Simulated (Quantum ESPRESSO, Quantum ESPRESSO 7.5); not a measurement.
## NiSi2(111): a series in the number of trilayers

What law, if any, do the results for NiSi2(111) follow against the number of trilayers?

Program: Quantum ESPRESSO 7.5. Level of theory: plane-wave DFT, PBE, GBRV ultrasoft pseudopotentials. Results are calculated unless marked as measured.

This is a report of a sequence of runs, with most program output left out.

### Step 1. The starting structure

Symmetry: Fm-3m, No. 225, cubic system. Conventional cell: a = 5.430 Å, b = 5.430 Å, c = 5.430 Å, α = 90.00°, β = 90.00°, γ = 90.00°. Nearest to Ni lie 8 Si at 2.35 Å. Nearest to Si lie 4 Ni at 2.35 Å. Farther neighbours are not listed.

Set-up: Symmetric 1×1 slabs with 16 Å of vacuum in the starting cell; the two outer layers of each face relax in a periodic cell and the inner ones are held; a run under open boundaries (ESM, bc1) then gives the work function. Cold smearing of 0.02 Ry, one mesh for all thicknesses. The slabs take the lattice constants of the bulk relaxed by the same program.

Members 4 and 5 took the same steps and show in the table alone.

This run has no spin polarisation, although Ni can carry a moment. A spin-polarised state was not tried and may lie lower.

### Step 2. Relaxing cell and ions of the reference

The bulk crystal is relaxed in cell and atoms; the members are built on its lattice constants.

The input, ref.vc.in:

```
&control
  prefix = 'ref.vc'
  outdir = './out'
  pseudo_dir = './pseudo'
  nstep = 40
  forc_conv_thr = 0.0003
  calculation = 'vc-relax'
/
&system
  ibrav = 0
  nat = 9
  ntyp = 2
  ecutwfc = 50
  ecutrho = 250
  occupations = 'smearing'
  smearing = 'mv'
  degauss = 0.02
/
&electrons
  conv_thr = 1e-09
  mixing_beta = 0.4
  electron_maxstep = 120
/
&ions
/
&cell
  press_conv_thr = 0.3
/
ATOMIC_SPECIES
  Ni  58.6934  ni_pbe_v1.4.uspp.F.UPF
  Si  28.0850  si_pbe_v1.uspp.F.UPF
CELL_PARAMETERS angstrom
  3.83958982184295 0.00000000000000 0.00000000000000
  -1.91979491092148 3.32518232582816 0.00000000000000
  0.00000000000000 0.00000000000000 9.40503588509900
ATOMIC_POSITIONS crystal
  Ni  0.000000000000 0.000000000000 0.000000000000
  Si  0.333333333333 0.666666666667 0.083333333333
  Si  0.666666666667 0.333333333333 0.916666666667
  Ni  0.333333333333 0.666666666667 0.333333333333
  Si  0.666666666667 0.333333333333 0.416666666667
  Si  0.000000000000 0.000000000000 0.250000000000
  Ni  0.666666666667 0.333333333333 0.666666666667
  Si  0.000000000000 0.000000000000 0.750000000000
  Si  0.333333333333 0.666666666667 0.583333333333
K_POINTS automatic
  12 12 5 0 0 0
```

The run is started by

```
> OMP_NUM_THREADS=1 mpirun -n 4 pw.x -nk 4 -in ref.vc.in > ref.vc.out
```

It took 23 min on 4 MPI ranks of Arm Neoverse V1, shared host; peak memory 0.9 GiB.

Step by step:

| step | energy less that of the first step (eV) | largest force (eV/Å) | volume (Å³) |
| --- | --- | --- | --- |
| 1 | 0.0000 | 0.0195 | 120.08 |
| 2 | -0.0050 | 0.0205 | 120.95 |
| 3 | -0.0055 | 0.0196 | 121.24 |
| 4 | -0.0056 | 0.0175 | 121.30 |
| 5 | -0.0057 | 0.0123 | 121.32 |
| 6 | -0.0058 | 0.0040 | 121.29 |
| 7 | -0.0058 | 0.0013 | 121.25 |
| 8 | -0.0061 | 0.0013 | 121.25 |

| cell as run | before | after | change |
| --- | --- | --- | --- |
| a (Å) | 3.840 | 3.857 | +0.5 % |
| b (Å) | 3.840 | 3.857 | +0.5 % |
| c (Å) | 9.405 | 9.412 | +0.1 % |
| volume (Å³/atom) | 13.34 | 13.47 | +1.0 % |

 The last row is no step: it is a fresh SCF in the final cell with a new plane-wave basis, -0 meV from the row before.

Numbers from this step:

```
free energy  : -14798.1538 eV
Fermi energy : 12.77 eV
```

### Step 3. SCF with pw.x of the reference

A bulk run at that cell gives the reference energy and levels.

The input, ref.bulk.in:

```
&control
  prefix = 'ref.bulk'
  outdir = './out'
  pseudo_dir = './pseudo'
  calculation = 'scf'
  tprnfor = .true.
/
&system
  ibrav = 0
  nat = 9
  ntyp = 2
  ecutwfc = 40
  ecutrho = 200
  occupations = 'smearing'
  smearing = 'mv'
  degauss = 0.02
/
&electrons
  conv_thr = 1e-09
  mixing_beta = 0.4
  electron_maxstep = 120
/
ATOMIC_SPECIES
  Ni  58.6934  ni_pbe_v1.4.uspp.F.UPF
  Si  28.0850  si_pbe_v1.uspp.F.UPF
CELL_PARAMETERS angstrom
  3.85686939100000 0.00000000000000 0.00000000000000
  -1.92843469600000 3.34014687200000 0.00000000000000
  0.00000000000000 0.00000000000000 9.41232136500000
ATOMIC_POSITIONS crystal
  Ni  0.000000000000 0.000000000000 0.000000000000
  Si  0.333333333300 0.666666666700 0.082849172700
  Si  0.666666666700 0.333333333300 0.917150827300
  Ni  0.333333333300 0.666666666700 0.333332990500
  Si  0.666666666700 0.333333333300 0.416182662700
  Si  0.000000000000 0.000000000000 0.250483947600
  Ni  0.666666666700 0.333333333300 0.666667009500
  Si  0.000000000000 0.000000000000 0.749516052400
  Si  0.333333333300 0.666666666700 0.583817337300
K_POINTS automatic
  12 12 5 0 0 0
```

The run is started by

```
> OMP_NUM_THREADS=1 mpirun -n 4 pw.x -nk 4 -in ref.bulk.in > ref.bulk.out
```

Elapsed: 3 min, on 4 MPI ranks; peak memory 0.64 GiB.

Read from the output:

- free energy: -14798.0520 eV

### Step 4. Relaxation with pw.x, 2 trilayers

What the set-up leaves free in this member is relaxed.

System of this step: NiSi2(111), 2 trilayers. The cell holds 6 atoms: 4 Si and 2 Ni. Cell: a = 3.857 Å, b = 3.857 Å, c = 20.719 Å, α = 90.0°, β = 90.0°, γ = 120.0°. It derives from NiSi2. Vacuum lies along c.

The input, m0.relax.in:

```
&control
  prefix = 'm0.relax'
  outdir = './out'
  pseudo_dir = './pseudo'
  nstep = 40
  forc_conv_thr = 0.001
  calculation = 'relax'
/
&system
  ibrav = 0
  nat = 6
  ntyp = 2
  ecutwfc = 40
  ecutrho = 200
  occupations = 'smearing'
  smearing = 'mv'
  degauss = 0.02
/
&electrons
  conv_thr = 1e-08
  mixing_beta = 0.4
  electron_maxstep = 120
  mixing_mode = 'local-TF'
/
&ions
/
ATOMIC_SPECIES
  Si  28.0850  si_pbe_v1.uspp.F.UPF
  Ni  58.6934  ni_pbe_v1.4.uspp.F.UPF
CELL_PARAMETERS angstrom
  3.85686939100000 0.00000000000000 0.00000000000000
  -1.92843469550000 3.34014687213766 0.00000000000000
  0.00000000000000 0.00000000000000 20.71855485938992
ATOMIC_POSITIONS crystal
  Si  0.666666666700 0.333333333300 0.386426425143
  Ni  0.000000000000 0.000000000000 0.424284283429
  Si  0.333333333300 0.666666666700 0.462142141714
  Si  0.000000000000 0.000000000000 0.537857858286
  Ni  0.333333333300 0.666666666700 0.575715716571
  Si  0.666666666700 0.333333333300 0.613573574857
K_POINTS automatic
  12 12 1 0 0 0
```

The run is started by

```
> OMP_NUM_THREADS=1 mpirun -n 4 pw.x -nk 4 -in m0.relax.in > m0.relax.out
```

Run time: 5.7 min. Hardware: 4 MPI ranks; peak memory 0.79 GiB; 23 min of CPU time.

Relaxation path:

| step | energy less that of the first step (eV) | largest force (eV/Å) |
| --- | --- | --- |
| 1 | 0.0000 | 0.6652 |
| 2 | -0.0241 | 0.6082 |
| 3 | -0.0471 | 0.5415 |
| 4 | -0.0751 | 0.4284 |
| 5 | -0.1022 | 0.2177 |
| 6 | -0.1114 | 0.1875 |
| 7 | -0.1135 | 0.1475 |
| 8 | -0.1155 | 0.1078 |
| 9 | -0.1173 | 0.0608 |
| 10 | -0.1178 | 0.0230 |

The atoms that moved most (Å):

| atom | dx | dy | dz | length |
| --- | --- | --- | --- | --- |
| Si1 | 0.000 | 0.000 | 0.130 | 0.130 |
| Si6 | 0.000 | 0.000 | -0.130 | 0.130 |
| Ni2 | 0.000 | 0.000 | 0.044 | 0.044 |
| Ni5 | 0.000 | 0.000 | -0.044 | 0.044 |
| Si3 | 0.000 | 0.000 | -0.044 | 0.044 |
| Si4 | 0.000 | 0.000 | 0.044 | 0.044 |

Final coordinates:

```xyz
6
Lattice="3.8569 0.0000 0.0000 -1.9284 3.3401 0.0000 0.0000 0.0000 20.7186" Properties=species:S:1:pos:R:3
Si    1.9284    1.1134    8.1357
Ni    0.0000    0.0000    8.8349
Si    0.0000    2.2268    9.5313
Si    0.0000    0.0000   11.1873
Ni    0.0000    2.2268   11.8837
Si    1.9284    1.1134   12.5828
```

The relaxation lowers the energy by 20 meV an atom.

Numbers from this step:

* free energy: -9863.7213 eV
* Fermi energy: 0.6011 eV

### Step 5. SCF with pw.x, 2 trilayers

A run under open boundaries on these atoms gives the vacuum levels.

The input, m0.esm.in:

```
&control
  prefix = 'm0.esm'
  outdir = './out'
  pseudo_dir = './pseudo'
  calculation = 'scf'
  tprnfor = .true.
/
&system
  ibrav = 0
  nat = 6
  ntyp = 2
  ecutwfc = 40
  ecutrho = 200
  occupations = 'smearing'
  smearing = 'mv'
  degauss = 0.02
  assume_isolated = 'esm'
  esm_bc = 'bc1'
/
&electrons
  conv_thr = 1e-08
  mixing_beta = 0.25
  electron_maxstep = 160
  mixing_mode = 'local-TF'
  mixing_ndim = 12
/
ATOMIC_SPECIES
  Si  28.0850  si_pbe_v1.uspp.F.UPF
  Ni  58.6934  ni_pbe_v1.4.uspp.F.UPF
CELL_PARAMETERS angstrom
  3.85686939100000 0.00000000000000 0.00000000000000
  -1.92843469550000 3.34014687213766 0.00000000000000
  0.00000000000000 0.00000000000000 20.71855485938992
ATOMIC_POSITIONS crystal
  Si  0.666666666700 0.333333333300 -0.107321837000
  Ni  0.000000000000 0.000000000000 -0.073576602500
  Si  0.333333333300 0.666666666700 -0.039962859200
  Si  0.000000000000 0.000000000000 0.039962859200
  Ni  0.333333333300 0.666666666700 0.073576602500
  Si  0.666666666700 0.333333333300 0.107321837000
K_POINTS automatic
  12 12 1 0 0 0
```

The run is started by

```
> OMP_NUM_THREADS=1 mpirun -n 4 pw.x -nk 4 -in m0.esm.in > m0.esm.out
```

Run time: 3.6 min. Hardware: 4 MPI ranks; peak memory 0.77 GiB; 14 min of CPU time.

This step gave:

```
Fermi energy                                                   : -4.562 eV
vacuum line at the lower end of the cell, over the Fermi level : 4.562 eV
vacuum line at the upper end of the cell, over the Fermi level : 4.562 eV
```

Electrostatic potential energy of an electron; zero at the Fermi level. The potential energy, planar mean by z:

z (Å), potential energy, planar mean (eV) and a bar from the least value:
```
      -10        4.6 ##############################
       -9        4.6 ##############################
       -8        4.6 ##############################
       -7        4.6 ##############################
       -6        4.6 ##############################
       -5        4.5 ##############################
       -4        4.3 #############################
       -3        0.5 #######################
       -2      -12.5 
       -1      -12.1 #
        0       -2.5 ##################
        1      -12.1 #
        2      -12.5 
        3        0.5 #######################
        4        4.3 #############################
        5        4.5 ##############################
        6        4.6 ##############################
        7        4.6 ##############################
        8        4.6 ##############################
        9        4.6 ##############################
       10        4.6 ##############################
```

The vacuum levels are read from the outermost 0.7 Å of the cell on either side.

Inside the slab this potential holds the local part of the pseudopotentials, which can be repulsive at the nuclei; only its value in the vacuum has a meaning of its own.

### Step 6. Relaxing the ions, 3 trilayers

System of this step: NiSi2(111), 3 trilayers. The cell holds 9 atoms: 6 Si and 3 Ni. Cell: a = 3.857 Å, b = 3.857 Å, c = 23.856 Å, α = 90.0°, β = 90.0°, γ = 120.0°. It derives from NiSi2. Vacuum lies along c.

The input, m1.relax.in:

```
&control
  prefix = 'm1.relax'
  outdir = './out'
  pseudo_dir = './pseudo'
  nstep = 40
  forc_conv_thr = 0.001
  calculation = 'relax'
/
&system
  ibrav = 0
  nat = 9
  ntyp = 2
  ecutwfc = 40
  ecutrho = 200
  occupations = 'smearing'
  smearing = 'mv'
  degauss = 0.02
/
&electrons
  conv_thr = 1e-08
  mixing_beta = 0.4
  electron_maxstep = 120
  mixing_mode = 'local-TF'
/
&ions
/
ATOMIC_SPECIES
  Si  28.0850  si_pbe_v1.uspp.F.UPF
  Ni  58.6934  ni_pbe_v1.4.uspp.F.UPF
CELL_PARAMETERS angstrom
  3.85686939100000 0.00000000000000 0.00000000000000
  -1.92843469550000 3.34014687213766 0.00000000000000
  0.00000000000000 0.00000000000000 23.85599531438992
ATOMIC_POSITIONS crystal
  Si  0.666666666700 0.333333333300 0.335605242327
  Ni  0.000000000000 0.000000000000 0.368484193862
  Si  0.333333333300 0.666666666700 0.401363145396
  Si  0.000000000000 0.000000000000 0.467121048465
  Ni  0.333333333300 0.666666666700 0.500000000000
  Si  0.666666666700 0.333333333300 0.532878951535
  Si  0.333333333300 0.666666666700 0.598636854604
  Ni  0.666666666700 0.333333333300 0.631515806138
  Si  0.000000000000 0.000000000000 0.664394757673
K_POINTS automatic
  12 12 1 0 0 0
```

The run is started by

```
> OMP_NUM_THREADS=1 mpirun -n 4 pw.x -nk 4 -in m1.relax.in > m1.relax.out
```

The job ended after 15 min (4 MPI ranks; peak memory 1 GiB; 59 min of CPU time).

Relaxation path:

| step | energy less that of the first step (eV) | largest force (eV/Å) |
| --- | --- | --- |
| 1 | 0.0000 | 0.6770 |
| 2 | -0.0353 | 0.5824 |
| 3 | -0.0631 | 0.4751 |
| 4 | -0.0885 | 0.3077 |
| 5 | -0.0997 | 0.1320 |
| 6 | -0.1012 | 0.1174 |
| 7 | -0.1031 | 0.1077 |
| 8 | -0.1055 | 0.0879 |
| 9 | -0.1080 | 0.0872 |
| 10 | -0.1097 | 0.0917 |
| 11 | -0.1101 | 0.0730 |
| 12 | -0.1106 | 0.0412 |
| 13 | -0.1108 | 0.0061 |

The atoms that moved most (Å):

| atom | dx | dy | dz | length |
| --- | --- | --- | --- | --- |
| Si1 | 0.000 | 0.000 | 0.124 | 0.124 |
| Si9 | 0.000 | 0.000 | -0.124 | 0.124 |
| Ni8 | 0.000 | 0.000 | -0.038 | 0.038 |
| Ni2 | 0.000 | 0.000 | 0.038 | 0.038 |
| Si7 | 0.000 | 0.000 | 0.029 | 0.029 |
| Si3 | 0.000 | 0.000 | -0.029 | 0.029 |

The relaxation lowers the energy by 12 meV an atom.

This step gave:

| Property | Result |
| --- | --- |
| free energy | -14796.4608 eV |
| Fermi energy | 2.237 eV |

### Step 7. SCF with pw.x, 3 trilayers

The input, m1.esm.in:

```
&control
  prefix = 'm1.esm'
  outdir = './out'
  pseudo_dir = './pseudo'
  calculation = 'scf'
  tprnfor = .true.
/
&system
  ibrav = 0
  nat = 9
  ntyp = 2
  ecutwfc = 40
  ecutrho = 200
  occupations = 'smearing'
  smearing = 'mv'
  degauss = 0.02
  assume_isolated = 'esm'
  esm_bc = 'bc1'
/
&electrons
  conv_thr = 1e-08
  mixing_beta = 0.25
  electron_maxstep = 160
  mixing_mode = 'local-TF'
  mixing_ndim = 12
/
ATOMIC_SPECIES
  Si  28.0850  si_pbe_v1.uspp.F.UPF
  Ni  58.6934  ni_pbe_v1.4.uspp.F.UPF
CELL_PARAMETERS angstrom
  3.85686939100000 0.00000000000000 0.00000000000000
  -1.92843469550000 3.34014687213766 0.00000000000000
  0.00000000000000 0.00000000000000 23.85599531438992
ATOMIC_POSITIONS crystal
  Si  0.666666666700 0.333333333300 -0.159178311400
  Ni  0.000000000000 0.000000000000 -0.129934956800
  Si  0.333333333300 0.666666666700 -0.099849988100
  Si  0.000000000000 0.000000000000 -0.032716669500
  Ni  0.333333333300 0.666666666700 0.000000000000
  Si  0.666666666700 0.333333333300 0.032716669500
  Si  0.333333333300 0.666666666700 0.099849988100
  Ni  0.666666666700 0.333333333300 0.129934956800
  Si  0.000000000000 0.000000000000 0.159178311400
K_POINTS automatic
  12 12 1 0 0 0
```

The run is started by

```
> OMP_NUM_THREADS=1 mpirun -n 4 pw.x -nk 4 -in m1.esm.in > m1.esm.out
```

Wall time 5.2 min (4 MPI ranks); peak memory 0.95 GiB.

Read from the output:

| Quantity | Value |
| --- | --- |
| free energy | -14796.4607 eV |
| Fermi energy | -4.528 eV |
| vacuum line at the lower end of the cell, over the Fermi level | 4.528 eV |
| vacuum line at the upper end of the cell, over the Fermi level | 4.528 eV |

Inside the slab this potential holds the local part of the pseudopotentials, which can be repulsive at the nuclei; only its value in the vacuum has a meaning of its own.

### Step 8. Relaxing the ions, 6 trilayers

System of this step: NiSi2(111), 6 trilayers. The cell holds 18 atoms: 12 Si and 6 Ni. Its edges and angles: a = 3.857 Å, b = 3.857 Å, c = 33.268 Å, α = 90.0°, β = 90.0°, γ = 120.0°. It derives from NiSi2. Vacuum lies along c.

The input, m4.relax.in:

```
&control
  prefix = 'm4.relax'
  outdir = './out'
  pseudo_dir = './pseudo'
  nstep = 40
  forc_conv_thr = 0.001
  calculation = 'relax'
/
&system
  ibrav = 0
  nat = 18
  ntyp = 2
  ecutwfc = 40
  ecutrho = 200
  occupations = 'smearing'
  smearing = 'mv'
  degauss = 0.02
/
&electrons
  conv_thr = 1e-08
  mixing_beta = 0.4
  electron_maxstep = 120
  mixing_mode = 'local-TF'
/
&ions
/
ATOMIC_SPECIES
  Si  28.0850  si_pbe_v1.uspp.F.UPF
  Ni  58.6934  ni_pbe_v1.4.uspp.F.UPF
CELL_PARAMETERS angstrom
  3.85686939100000 0.00000000000000 0.00000000000000
  -1.92843469550000 3.34014687213766 0.00000000000000
  0.00000000000000 0.00000000000000 33.26831667938992
ATOMIC_POSITIONS crystal
  Si  0.666666666700 0.333333333300 0.240655310745
  Ni  0.000000000000 0.000000000000 0.264232100677
  Si  0.333333333300 0.666666666700 0.287808890610
  Si  0.000000000000 0.000000000000 0.334962470474
  Ni  0.333333333300 0.666666666700 0.358539260406
  Si  0.666666666700 0.333333333300 0.382116050339
  Si  0.333333333300 0.666666666700 0.429269630203 0 0 0
  Ni  0.666666666700 0.333333333300 0.452846420135 0 0 0
  Si  0.000000000000 0.000000000000 0.476423210068 0 0 0
  Si  0.666666666700 0.333333333300 0.523576789932 0 0 0
  Ni  0.000000000000 0.000000000000 0.547153579865 0 0 0
  Si  0.333333333300 0.666666666700 0.570730369797 0 0 0
  Si  0.000000000000 0.000000000000 0.617883949661
  Ni  0.333333333300 0.666666666700 0.641460739594
  Si  0.666666666700 0.333333333300 0.665037529526
  Si  0.333333333300 0.666666666700 0.712191109390
  Ni  0.666666666700 0.333333333300 0.735767899323
  Si  0.000000000000 0.000000000000 0.759344689255
K_POINTS automatic
  12 12 1 0 0 0
```

The run is started by

```
> OMP_NUM_THREADS=1 mpirun -n 4 pw.x -nk 4 -in m4.relax.in > m4.relax.out
```

The job ended after 72 min (4 MPI ranks; peak memory 1.6 GiB; 4.8 h of CPU time).

Step by step:

| step | energy less that of the first step (eV) | largest force (eV/Å) |
| --- | --- | --- |
| 1 | 0.0000 | 0.6459 |
| 2 | -0.0336 | 0.5517 |
| 3 | -0.0610 | 0.4483 |
| 4 | -0.0878 | 0.2913 |
| 5 | -0.1018 | 0.0973 |
| 6 | -0.1031 | 0.0865 |
| 7 | -0.1044 | 0.0713 |
| 8 | -0.1056 | 0.0479 |
| 9 | -0.1061 | 0.0409 |
| 10 | -0.1063 | 0.0459 |
| 11 | -0.1066 | 0.0469 |
| 12 | -0.1071 | 0.0431 |
| 13 | -0.1077 | 0.0392 |
| 14 | -0.1083 | 0.0382 |
| 15 | -0.1086 | 0.0392 |
| 16 | -0.1087 | 0.0331 |
| 17 | -0.1089 | 0.0163 |

The atoms that moved most (Å):

| atom | dx | dy | dz | length |
| --- | --- | --- | --- | --- |
| Si1 | 0.000 | 0.000 | 0.123 | 0.123 |
| Si18 | 0.000 | 0.000 | -0.123 | 0.123 |
| Ni17 | 0.000 | 0.000 | -0.044 | 0.044 |
| Ni2 | 0.000 | 0.000 | 0.044 | 0.044 |
| Si3 | 0.000 | 0.000 | -0.033 | 0.033 |
| Si16 | 0.000 | 0.000 | 0.033 | 0.033 |

The relaxation lowers the energy by 6 meV an atom. On the free atoms the largest force ends at 0.016 eV/Å.

Numbers from this step:

```
free energy  : -29594.4615 eV
Fermi energy : 5.202 eV
```

### Step 9. Ground state, 6 trilayers

The input, m4.esm.in:

```
&control
  prefix = 'm4.esm'
  outdir = './out'
  pseudo_dir = './pseudo'
  calculation = 'scf'
  tprnfor = .true.
/
&system
  ibrav = 0
  nat = 18
  ntyp = 2
  ecutwfc = 40
  ecutrho = 200
  occupations = 'smearing'
  smearing = 'mv'
  degauss = 0.02
  assume_isolated = 'esm'
  esm_bc = 'bc1'
/
&electrons
  conv_thr = 1e-08
  mixing_beta = 0.25
  electron_maxstep = 160
  mixing_mode = 'local-TF'
  mixing_ndim = 12
/
ATOMIC_SPECIES
  Si  28.0850  si_pbe_v1.uspp.F.UPF
  Ni  58.6934  ni_pbe_v1.4.uspp.F.UPF
CELL_PARAMETERS angstrom
  3.85686939100000 0.00000000000000 0.00000000000000
  -1.92843469550000 3.34014687213766 0.00000000000000
  0.00000000000000 0.00000000000000 33.26831667938992
ATOMIC_POSITIONS crystal
  Si  0.666666666700 0.333333333300 -0.255639083900
  Ni  0.000000000000 0.000000000000 -0.234436413200
  Si  0.333333333300 0.666666666700 -0.213188502600
  Si  0.000000000000 0.000000000000 -0.164950205600
  Ni  0.333333333300 0.666666666700 -0.141542999300
  Si  0.666666666700 0.333333333300 -0.117968151900
  Si  0.333333333300 0.666666666700 -0.070730369800
  Ni  0.666666666700 0.333333333300 -0.047153579900
  Si  0.000000000000 0.000000000000 -0.023576789900
  Si  0.666666666700 0.333333333300 0.023576789900
  Ni  0.000000000000 0.000000000000 0.047153579900
  Si  0.333333333300 0.666666666700 0.070730369800
  Si  0.000000000000 0.000000000000 0.117968151900
  Ni  0.333333333300 0.666666666700 0.141542999300
  Si  0.666666666700 0.333333333300 0.164950205600
  Si  0.333333333300 0.666666666700 0.213188502600
  Ni  0.666666666700 0.333333333300 0.234436413200
  Si  0.000000000000 0.000000000000 0.255639083900
K_POINTS automatic
  12 12 1 0 0 0
```

The run is started by

```
> OMP_NUM_THREADS=1 mpirun -n 4 pw.x -nk 4 -in m4.esm.in > m4.esm.out
```

It took 18 min on 4 MPI ranks; peak memory 1.6 GiB; 74 min of CPU time.

This step gave:

| Quantity | Value |
| --- | --- |
| Fermi energy | -4.543 eV |
| vacuum line at the lower end of the cell, over the Fermi level | 4.543 eV |
| vacuum line at the upper end of the cell, over the Fermi level | 4.543 eV |

Inside the slab this potential holds the local part of the pseudopotentials, which can be repulsive at the nuclei; only its value in the vacuum has a meaning of its own.

(Continued in part 2 of 2.)

[Logs are printed without paths, hosts, clocks, repeated set-up lines and the standing remarks that a program may print on its own settings, such as how far it seeks lower states.]

[Hosts, paths, dates, database ids (printed as entryN), source tags and the programs' standing remarks are cut or masked in the printed files.]

[Maps of the electrostatic potential energy from Ansatz leave out the sawtooth potential of an applied field or a dipole correction, so their vacuum need not be flat; planar profiles and work functions include it.]
